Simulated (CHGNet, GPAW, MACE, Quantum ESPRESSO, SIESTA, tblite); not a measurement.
**A faulty GPAW run on random packing of P45S55 (at. %) (78 atoms)**

Program: GPAW 26.7.0, a calculation on a cell of 35 P and 43 S, 25.4 Å³ an atom.

File run.py:

```python
import numpy as np
from ase.io import read
from gpaw import GPAW, FermiDirac

atoms = read("structure.xyz")
atoms.calc = GPAW(
    mode="lcao",
    basis="dzp",
    h=0.45,
    xc="PBE",
    kpts={"size": (1, 1, 1), "gamma": True},
    occupations=FermiDirac(0.05),
    maxiter=60,
    symmetry={"point_group": False},
    txt="gpaw.txt",
)
energy = atoms.get_potential_energy(force_consistent=True)
forces = atoms.get_forces()
print(f"energy {energy:.6f} eV")
print("forces (eV/A)")
for i, (a, f) in enumerate(zip(atoms, forces)):
    print(f"{i:4d} {a.symbol:2s} {f[0]:10.5f} {f[1]:10.5f} {f[2]:10.5f}")
print(f"Fermi level {atoms.calc.get_fermi_level():.4f} eV")
for k in range(len(atoms.calc.get_ibz_k_points())):
    for s in range(atoms.calc.get_number_of_spins()):
        e = atoms.calc.get_eigenvalues(kpt=k, spin=s)
        n = np.searchsorted(e, atoms.calc.get_fermi_level())
        print(f"k {k} spin {s} levels about the Fermi level:", np.round(e[max(n - 6, 0):n], 4).tolist(), "|", np.round(e[n:n + 6], 4).tolist())
```

File structure.xyz:

```xyz
78
Lattice="12.56590 0.00000 0.00000 0.00000 12.56590 0.00000 0.00000 0.00000 12.56590" Properties=species:S:1:pos:R:3 pbc="T T T"
P 9.03878 5.12136 11.75465
P 11.87804 5.99632 10.71080
P 2.59561 1.61183 9.07911
P 1.82218 10.70929 6.75631
P 4.98502 10.30341 7.12122
P 1.78473 10.04405 1.52449
P 7.22489 3.25369 11.98875
P 12.07621 2.07513 7.97646
P 9.64847 1.05528 7.53074
P 5.07926 6.71434 8.91023
[... 64 atom lines left out ...]
S 9.16142 1.47599 3.54308
S 1.96933 3.47812 6.94894
S 5.51593 9.93787 2.90448
S 5.23093 10.47770 9.64584
```

Started as:

```
> OMP_NUM_THREADS=1 python run.py > output.txt
```

The log of the run:

```text
energy -76.904526 eV
forces (eV/A)
   0 P    -0.17431   -0.89885    0.76507
   1 P     0.97098   -0.66384    0.21342
   2 P     0.63760   -0.91995    1.12341
   3 P     1.21964   -1.41834   -0.44091
   4 P     0.14887    1.11943    1.40824
   5 P     0.74941   -1.21364    0.39823
   6 P     0.29386    0.65173   -0.25543
   7 P    -2.02034   -0.35362    0.05761
   8 P     1.25716    0.53942    0.28285
   9 P     0.69970    0.66729    0.03790
  10 P    -0.56796    1.43641    0.58532
  11 P    -0.64925   -0.62086   -0.67844
  12 P    -0.54135    1.09713    0.23157
  13 P     0.24999    0.16140    0.87320
  14 P     0.23129    1.04169   -0.33495
  15 P     0.33808   -0.02716   -0.31167
  16 P    -0.30244   -0.42297   -1.14330
  17 P     1.70706    1.30665   -1.00038
  18 P    -0.58080   -0.67363   -0.58658
  19 P    -0.62865   -0.55475    0.12515
  20 P     1.01125   -0.40499    0.23189
  21 P     1.60254    0.66633    0.78935
  22 P    -0.62259    0.17214    1.13193
  23 P    -1.43908   -0.19510   -0.81662
[...]
70 S    31.15103    5.48365   -3.65106
  71 S   -13.25955  -17.76606   17.47183
  72 S    31.82883   11.88192   32.19390
  73 S   -18.96875  -21.49013   -0.41805
  74 S   -30.11481  -16.16978  -31.37654
  75 S   -31.93424    1.27382   -6.16166
  76 S   -15.42888   30.47864  -12.28844
  77 S    30.22232  -31.38818   -4.56852
Fermi level 3.0923 eV
k 0 spin 0 levels about the Fermi level: [2.9548, 2.9629, 2.9829, 3.0381, 3.0719, 3.0827] | [3.1297, 3.1459, 3.1805, 3.223, 3.2394, 3.2635]
```

gpaw.txt:

```text
Input parameters:
  mode=LCAO(),
  basis={'default': 'dzp'},
  h=0.45,
  kpts=MonkhorstPack(size=(1, 1, 1), gamma=True),
  maxiter=60,
  occupations=Occupations(name='fermi-dirac', width=0.05, fixmagmom=False),
  symmetry=Symmetry(point_group=False),
  xc=XC(name='PBE')
Unit cell  # Å
| periodic |         x |         y |         z |   lengths |    angles |
|----------|-----------|-----------|-----------|-----------|-----------|
|      yes | 12.565900 |  0.000000 |  0.000000 | 12.565900 | 90.000000 |
[... lines left out ...]
  Fermi-Dirac:
[... lines left out ...]
convergence criteria:
- Maximum [total energy] change in last 3 cyles: 0.0005 eV / valence electron
[... lines left out ...]
Converged in 26 steps
SCF loop duration: 63.850 s (2.456 s/step)
Energy contributions relative to reference atoms: (reference = -792479.633649)
Energy contributions:
  Kinetic:        -315.005778
  Coulomb:         311.007957
  Zero:             90.128910
  External:          0.000000
  Xc:             -162.482368
  Entropy:          -0.553247
  Spinorbit:         0.000000
  ----------------------------
  Free energy:     -76.904526
  Extrapolated:    -76.627902
dipole moment: (15.922324, -104.985202, -61.089716)  # |e|*Ang
Fermi level: 3.092
Eigenvalues  # (at kpt = [0.000, 0.000, 0.000])
| band index |      eig [eV] | occ [0-2] |
|------------|---------------|-----------|
|          0 |       -12.147 |     2.000 |
|        ... |               |           |
|        209 |         2.895 |     1.962 |
|        210 |         2.931 |     1.924 |
[...]
|        224 |         3.330 |     0.017 |
|        ... |               |           |
|        263 |         4.720 |     0.000 |
Gap: 0.047 eV
Transition (v -> c):
  (s=0, k=0, n=216, [0.00, 0.00, 0.00]) -> (s=0, k=0, n=217, [0.00, 0.00, 0.00])
No difference between direct/indirect transitions
Force computation time: 3.301  # s
timing:  # [seconds]
  Total:  71.306  # ━━━━━━━━━━━━━━━━━━━━━━━━━━━━━━━━━━━━━━━━━━━━━━━━━━━━━━━━━
  Init:    4.126  # ━━━╸
  SCF:    63.850  # ━━━━━━━━━━━━━━━━━━━━━━━━━━━━━━━━━━━━━━━━━━━━━━━━━━━
  Forces:  3.302  # ━━╸
```

Run time: 73 s. Hardware: 1 thread of Arm Neoverse V2, shared host; peak memory 0.33 GiB.

Banners, paths, timers and routine set-up lines are dropped from the logs unmarked, and long logs keep their key lines alone; longer cuts are marked.

Against a plane-wave PBE reference and this program's sound run:

- r.m.s. difference of force components: 16540 meV/Å
- longest difference of force vectors: 52490 meV/Å
- force difference over r.m.s. force: 1836 %
- slope of forces against the reference's: 1.058
- energy less the same-level run's: 2462 meV/atom
- r.m.s. force difference from the same-level run: 16550 meV/Å

Why should this run not be trusted?

A grid far too coarse: grid spacing 0.45 Å. The sound run has grid spacing 0.2 Å.

The run converged all the same, so the exit status doesn't show the fault.

[Also dropped from logs without a mark: logging warnings of Python, and SIESTA's first energy breakdown and zero terms.]

[Logs are printed without paths, hosts, clocks, repeated set-up lines and the standing remarks that a program may print on its own settings, such as how far it seeks lower states.]

[Hosts, paths, dates, database ids (printed as entryN), source tags and the programs' standing remarks are cut or masked in the printed files.]
